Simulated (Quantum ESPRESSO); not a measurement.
# Dielectric function and optical constants of ZnSe (Stilleite), part 2 of 3

Wanted: where ZnSe (Stilleite) starts to absorb, how strongly, and its refractive index.

Quantum ESPRESSO 7.5; DFT, PBE, plane waves with norm-conserving potentials (PseudoDojo), scalar-relativistic, independent-particle optical response without local fields and without the non-local commutator.

So far. Step 2 (Ground state): There is a gap, 1.29 eV on this mesh (points off the mesh can give less), so no carriers' term is needed.

## Step 3: Ground state with the final occupations

Level of this step: DFT, PBE, plane waves with norm-conserving potentials (PseudoDojo), scalar-relativistic, ground state (Quantum ESPRESSO).

With the gap or the metal settled, the ground state is repeated with the fitting occupations, and the later steps take its density.

The input, scf.in:

```
&control
  calculation = 'scf'
  prefix = 'x'
  outdir = './tmp'
  pseudo_dir = './'
  verbosity = 'high'
/
&system
  ibrav = 0
  nat = 2
  ntyp = 2
  ecutwfc = 90
  occupations = 'fixed'
/
&electrons
  conv_thr = 1e-09
  electron_maxstep = 100
/
ATOMIC_SPECIES
  Se 1.0 Se.upf
  Zn 1.0 Zn.upf
CELL_PARAMETERS angstrom
  0.000000000000 2.833800000000 2.833800000000
  2.833800000000 0.000000000000 2.833800000000
  2.833800000000 2.833800000000 0.000000000000
ATOMIC_POSITIONS crystal
  Se 0.750000000000 0.750000000000 0.750000000000
  Zn 0.000000000000 0.000000000000 0.000000000000
K_POINTS automatic
  7 7 7 0 0 0
```

On the command line:

```sh
$ mpirun -n 4 pw.x -nk 4 -in scf.in
```

Output:

```text
[banner, memory and clock lines left out]

     using ibrav=0 with symmetry is DISCOURAGED, use correct ibrav instead

     G-vector sticks info

     bravais-lattice index     =            0
     lattice parameter (alat)  =       7.5733  a.u.
     unit-cell volume          =     307.1384 (a.u.)^3
     number of atoms/cell      =            2
     number of atomic types    =            2
     number of electrons       =        36.00
     number of Kohn-Sham states=           18
     kinetic-energy cutoff     =      90.0000  Ry
     charge density cutoff     =     360.0000  Ry
     scf convergence threshold =      1.0E-09
     mixing beta               =       0.7000
     number of iterations used =            8  plain     mixing
     Exchange-correlation= PBE
                           (   1   4   3   4   0   0   0)

     celldm(1)=   7.573263  celldm(2)=   0.000000  celldm(3)=   0.000000
     celldm(4)=   0.000000  celldm(5)=   0.000000  celldm(6)=   0.000000

     crystal axes: (cart. coord. in units of alat)
               a(1) = (   0.000000   0.707107   0.707107 )
               a(2) = (   0.707107   0.000000   0.707107 )
               a(3) = (   0.707107   0.707107   0.000000 )

     reciprocal axes: (cart. coord. in units 2 pi/alat)
               b(1) = ( -0.707107  0.707107  0.707107 )
               b(2) = (  0.707107 -0.707107  0.707107 )
               b(3) = (  0.707107  0.707107 -0.707107 )

     ./Se.upf
     Pseudo is Norm-conserving + core correction, Zval = 16.0
     Generated using ONCVPSP code by D. R. Hamann
     Using radial grid of 1214 points,  6 beta functions with:
                l(1) =   0
                l(2) =   0
                l(3) =   1
                l(4) =   1
                l(5) =   2
                l(6) =   2

     ./Zn.upf
     Pseudo is Norm-conserving + core correction, Zval = 20.0
     Generated using ONCVPSP code by D. R. Hamann
     Using radial grid of 1326 points,  6 beta functions with:
                l(1) =   0
                l(2) =   0
                l(3) =   1
                l(4) =   1
                l(5) =   2
                l(6) =   2

     atomic species   valence    mass     pseudopotential
     Se               16.00     1.00000     Se( 1.00)
     Zn               20.00     1.00000     Zn( 1.00)

     24 Sym. Ops. (no inversion) found

                                    s                        frac. trans.

     [... symmetry matrices left out ...]
   Cartesian axes

     site n.     atom                  positions (alat units)
         1        Se     tau(   1) = (   1.0606602   1.0606602   1.0606602  )
         2        Zn     tau(   2) = (   0.0000000   0.0000000   0.0000000  )

   Crystallographic axes

     site n.     atom                  positions (cryst. coord.)
         1        Se     tau(   1) = (  0.7500000  0.7500000  0.7500000  )
         2        Zn     tau(   2) = (  0.0000000  0.0000000  0.0000000  )

     number of k points=    20
                       cart. coord. in units 2pi/alat
        k(    1) = (   0.0000000   0.0000000   0.0000000), wk =   0.0058309
        k(    2) = (   0.1010153   0.1010153  -0.1010153), wk =   0.0466472
        k(    3) = (   0.2020305   0.2020305  -0.2020305), wk =   0.0466472
        k(    4) = (   0.3030458   0.3030458  -0.3030458), wk =   0.0466472
        k(    5) = (   0.2020305  -0.0000000   0.0000000), wk =   0.0349854
        k(    6) = (   0.3030458   0.1010153  -0.1010153), wk =   0.1399417
        k(    7) = (   0.4040610   0.2020305  -0.2020305), wk =   0.1399417
        k(    8) = (  -0.2020305  -0.4040610   0.4040610), wk =   0.1399417
        k(    9) = (  -0.1010153  -0.3030458   0.3030458), wk =   0.1399417
        k(   10) = (  -0.0000000  -0.2020305   0.2020305), wk =   0.0699708
        k(   11) = (   0.4040610  -0.0000000   0.0000000), wk =   0.0349854
        k(   12) = (   0.5050763   0.1010153  -0.1010153), wk =   0.1399417
        k(   13) = (  -0.1010153  -0.5050763   0.5050763), wk =   0.1399417
        k(   14) = (   0.0000000  -0.4040610   0.4040610), wk =   0.0699708
        k(   15) = (   0.6060915  -0.0000000   0.0000000), wk =   0.0349854
        k(   16) = (  -0.0000000  -0.6060915   0.6060915), wk =   0.0699708
[...]
cryst. coord.
[...]
k(   13) = (  -0.0000000   0.2857143  -0.4285714), wk =   0.1399417
        k(   14) = (   0.0000000   0.2857143  -0.2857143), wk =   0.0699708
        k(   15) = (   0.0000000   0.4285714   0.4285714), wk =   0.0349854
        k(   16) = (   0.0000000   0.4285714  -0.4285714), wk =   0.0699708
        k(   17) = (   0.1428571   0.2857143   0.4285714), wk =   0.1399417
        k(   18) = (   0.1428571   0.2857143  -0.4285714), wk =   0.2798834
        k(   19) = (   0.1428571   0.4285714  -0.4285714), wk =   0.1399417
        k(   20) = (   0.1428571   0.4285714  -0.2857143), wk =   0.1399417

     Dense  grid:    35557 G-vectors     FFT dimensions: (  45,  45,  45)

     Initial potential from superposition of free atoms

     starting charge      35.9998, renormalised to      36.0000
     Starting wfcs are   19 randomized atomic wfcs

     Self-consistent Calculation

     iteration #  1     ecut=    90.00 Ry     beta= 0.70
     Davidson diagonalization with overlap

            55 MiB given to the printing process from OS
            29 MiB allocation reported by mallinfo(arena+hblkhd)
------------------
     ethr =  1.00E-02,  avg # of iterations =  2.0

     Threshold (ethr) on eigenvalues was too large:
     Diagonalizing with lowered threshold

     Davidson diagonalization with overlap

            62 MiB given to the printing process from OS
            33 MiB allocation reported by mallinfo(arena+hblkhd)
------------------
     ethr =  2.14E-04,  avg # of iterations =  3.3

     total energy              =    -660.63351246 Ry
     estimated scf accuracy    <       0.06924016 Ry

     iteration #  2     ecut=    90.00 Ry     beta= 0.70
     Davidson diagonalization with overlap

            71 MiB given to the printing process from OS
            43 MiB allocation reported by mallinfo(arena+hblkhd)
------------------
     ethr =  1.92E-04,  avg # of iterations =  2.5

     total energy              =    -660.65366513 Ry
     estimated scf accuracy    <       0.02923143 Ry

     iteration #  3     ecut=    90.00 Ry     beta= 0.70
     Davidson diagonalization with overlap

            72 MiB given to the printing process from OS
            44 MiB allocation reported by mallinfo(arena+hblkhd)
------------------
     ethr =  8.12E-05,  avg # of iterations =  2.0

     total energy              =    -660.65981102 Ry
     estimated scf accuracy    <       0.00044352 Ry

     iteration #  4     ecut=    90.00 Ry     beta= 0.70
     Davidson diagonalization with overlap

            74 MiB given to the printing process from OS
            45 MiB allocation reported by mallinfo(arena+hblkhd)
------------------
     ethr =  1.23E-06,  avg # of iterations =  3.5

     total energy              =    -660.65992612 Ry
     estimated scf accuracy    <       0.00008360 Ry

     iteration #  5     ecut=    90.00 Ry     beta= 0.70
     Davidson diagonalization with overlap

            74 MiB given to the printing process from OS
            46 MiB allocation reported by mallinfo(arena+hblkhd)
------------------
     ethr =  2.32E-07,  avg # of iterations =  2.0

     total energy              =    -660.65993070 Ry
     estimated scf accuracy    <       0.00000702 Ry

     iteration #  6     ecut=    90.00 Ry     beta= 0.70
     Davidson diagonalization with overlap

            76 MiB given to the printing process from OS
            47 MiB allocation reported by mallinfo(arena+hblkhd)
------------------
     ethr =  1.95E-08,  avg # of iterations =  3.5

     total energy              =    -660.65993339 Ry
     estimated scf accuracy    <       0.00000061 Ry

     iteration #  7     ecut=    90.00 Ry     beta= 0.70
     Davidson diagonalization with overlap

            77 MiB given to the printing process from OS
            48 MiB allocation reported by mallinfo(arena+hblkhd)
------------------
     ethr =  1.71E-09,  avg # of iterations =  2.8

     total energy              =    -660.65993350 Ry
     estimated scf accuracy    <       0.00000003 Ry

     iteration #  8     ecut=    90.00 Ry     beta= 0.70
     Davidson diagonalization with overlap

            77 MiB given to the printing process from OS
            50 MiB allocation reported by mallinfo(arena+hblkhd)
------------------
     ethr =  6.95E-11,  avg # of iterations =  3.2

     total energy              =    -660.65993351 Ry
     estimated scf accuracy    <       0.00000001 Ry

     iteration #  9     ecut=    90.00 Ry     beta= 0.70
     Davidson diagonalization with overlap

            79 MiB given to the printing process from OS
            51 MiB allocation reported by mallinfo(arena+hblkhd)
------------------
     ethr =  3.14E-11,  avg # of iterations =  2.5

     End of self-consistent calculation

          k = 0.0000 0.0000 0.0000 (  4477 PWs)   bands (ev):

  -116.8563 -71.0163 -71.0163 -71.0163 -38.5326 -38.5326 -38.5326 -38.5278
   -38.5278  -4.8756   1.8456   1.8456   1.8456   2.2142   2.2142   8.3837
     8.3837   8.3837

     occupation numbers
     1.0000   1.0000   1.0000   1.0000   1.0000   1.0000   1.0000   1.0000
     1.0000   1.0000   1.0000   1.0000   1.0000   1.0000   1.0000   1.0000
     1.0000   1.0000

          k = 0.1010 0.1010-0.1010 (  4444 PWs)   bands (ev):

  -116.8563 -71.0163 -71.0163 -71.0163 -38.5325 -38.5325 -38.5325 -38.5278
   -38.5278  -4.7455   1.8559   1.8658   1.8658   2.2127   2.2127   6.8168
     8.1910   8.1910

     occupation numbers
     1.0000   1.0000   1.0000   1.0000   1.0000   1.0000   1.0000   1.0000
     1.0000   1.0000   1.0000   1.0000   1.0000   1.0000   1.0000   1.0000
     1.0000   1.0000

          k = 0.2020 0.2020-0.2020 (  4432 PWs)   bands (ev):

  -116.8563 -71.0163 -71.0163 -71.0163 -38.5325 -38.5325 -38.5325 -38.5277
   -38.5277  -4.4256   1.9059   1.9059   1.9449   2.2167   2.2167   4.8883
     7.8156   7.8156

     occupation numbers
     1.0000   1.0000   1.0000   1.0000   1.0000   1.0000   1.0000   1.0000
     1.0000   1.0000   1.0000   1.0000   1.0000   1.0000   1.0000   1.0000
     1.0000   1.0000

     [... further k points left out ...]

     highest occupied level (ev):     8.3837

!    total energy              =    -660.65993351 Ry
     estimated scf accuracy    <          3.5E-11 Ry

     The total energy is the sum of the following terms:
     one-electron contribution =    -488.46485097 Ry
     hartree contribution      =     249.94872002 Ry
     xc contribution           =     -93.40067287 Ry
     ewald contribution        =    -328.74312968 Ry

     convergence has been achieved in   9 iterations

     XML data file, charge density, pseudopotentials, collected wavefunctions

                                        0.00s GPU  (     207 calls)
```

The job ended after 6.6 s (4 MPI ranks of Arm Neoverse V2, shared host; peak memory 0.08 GiB; 26 s of CPU time).

## Step 4: Bands on the whole mesh, 11×11×11

The response needs many more empty bands than the density does.

This step: DFT, PBE, plane waves with norm-conserving potentials (PseudoDojo), scalar-relativistic, bands at fixed density (Quantum ESPRESSO 7.5).

nscf.in, as its differences from scf.in of step 3:

```diff
@@ -1,3 +1,3 @@
 &control
-  calculation = 'scf'
+  calculation = 'nscf'
   prefix = 'x'
@@ -5,3 +5,2 @@
   pseudo_dir = './'
-  verbosity = 'high'
 /
@@ -13,2 +12,5 @@
   occupations = 'fixed'
+  nbnd = 38
+  nosym = .true.
+  noinv = .true.
 /
@@ -17,2 +19,3 @@
   electron_maxstep = 100
+  diago_full_acc = .true.
 /
@@ -29,2 +32,2 @@
 K_POINTS automatic
-  7 7 7 0 0 0
+  11 11 11 0 0 0
```

On the command line:

```sh
$ mpirun -n 4 pw.x -nk 4 -in nscf.in
```

Output:

```text
[banner, memory and clock lines left out]

     Atomic positions and unit cell read from directory:

     G-vector sticks info

     bravais-lattice index     =            0
     lattice parameter (alat)  =       7.5733  a.u.
     unit-cell volume          =     307.1384 (a.u.)^3
     number of atoms/cell      =            2
     number of atomic types    =            2
     number of electrons       =        36.00
     number of Kohn-Sham states=           38
     kinetic-energy cutoff     =      90.0000  Ry
     charge density cutoff     =     360.0000  Ry
     Exchange-correlation= PBE
                           (   1   4   3   4   0   0   0)

     celldm(1)=   7.573263  celldm(2)=   0.000000  celldm(3)=   0.000000
     celldm(4)=   0.000000  celldm(5)=   0.000000  celldm(6)=   0.000000

     crystal axes: (cart. coord. in units of alat)
               a(1) = (   0.000000   0.707107   0.707107 )
               a(2) = (   0.707107   0.000000   0.707107 )
               a(3) = (   0.707107   0.707107   0.000000 )

     reciprocal axes: (cart. coord. in units 2 pi/alat)
               b(1) = ( -0.707107  0.707107  0.707107 )
               b(2) = (  0.707107 -0.707107  0.707107 )
               b(3) = (  0.707107  0.707107 -0.707107 )

     ./Se.upf
     Pseudo is Norm-conserving + core correction, Zval = 16.0
     Generated using ONCVPSP code by D. R. Hamann
     Using radial grid of 1214 points,  6 beta functions with:
                l(1) =   0
                l(2) =   0
                l(3) =   1
                l(4) =   1
                l(5) =   2
                l(6) =   2

     ./Zn.upf
     Pseudo is Norm-conserving + core correction, Zval = 20.0
     Generated using ONCVPSP code by D. R. Hamann
     Using radial grid of 1326 points,  6 beta functions with:
                l(1) =   0
                l(2) =   0
                l(3) =   1
                l(4) =   1
                l(5) =   2
                l(6) =   2

     atomic species   valence    mass     pseudopotential
     Se               16.00     1.00000     Se( 1.00)
     Zn               20.00     1.00000     Zn( 1.00)

     No symmetry found

   Cartesian axes

     site n.     atom                  positions (alat units)
         1        Se     tau(   1) = (   1.0606602   1.0606602   1.0606602  )
         2        Zn     tau(   2) = (   0.0000000   0.0000000   0.0000000  )

     number of k points=  1331

     Number of k-points >= 100: set verbosity='high' to print them.

     Dense  grid:    35557 G-vectors     FFT dimensions: (  45,  45,  45)

     The potential is recalculated from file :

     Starting wfcs are   19 randomized atomic wfcs +   19 random wfcs

     Band Structure Calculation
     Davidson diagonalization with overlap

     ethr =  2.78E-12,  avg # of iterations = 33.2

     End of band structure calculation

     Number of k-points >= 100: set verbosity='high' to print the bands.

     highest occupied, lowest unoccupied level (ev):     8.3838    9.6728

     XML data file, pseudopotentials, collected wavefunctions

                                        0.00s GPU  (   12201 calls)

[... left out ...]
ulation
     Davidson diagonalization with overlap

     ethr =  2.78E-12,  avg # of iterations = 33.2

     End of band structure calculation

     Number of k-points >= 100: set verbosity='high' to print the bands.

     highest occupied, lowest unoccupied level (ev):     8.3838    9.6728

     XML data file, pseudopotentials, collected wavefunctions

                                        0.00s GPU  (   12201 calls)
```

The job ended after 8.8 min (4 MPI ranks; peak memory 0.07 GiB).

(Continued in part 3 of 3.)

[Machine, clock, banner and «Message from routine» lines are left out of the logs.]

[Logs are printed without paths, hosts, clocks, repeated set-up lines and the standing remarks that a program may print on its own settings, such as how far it seeks lower states.]

[Hosts, paths, dates, database ids (printed as entryN), source tags and the programs' standing remarks are cut or masked in the printed files.]
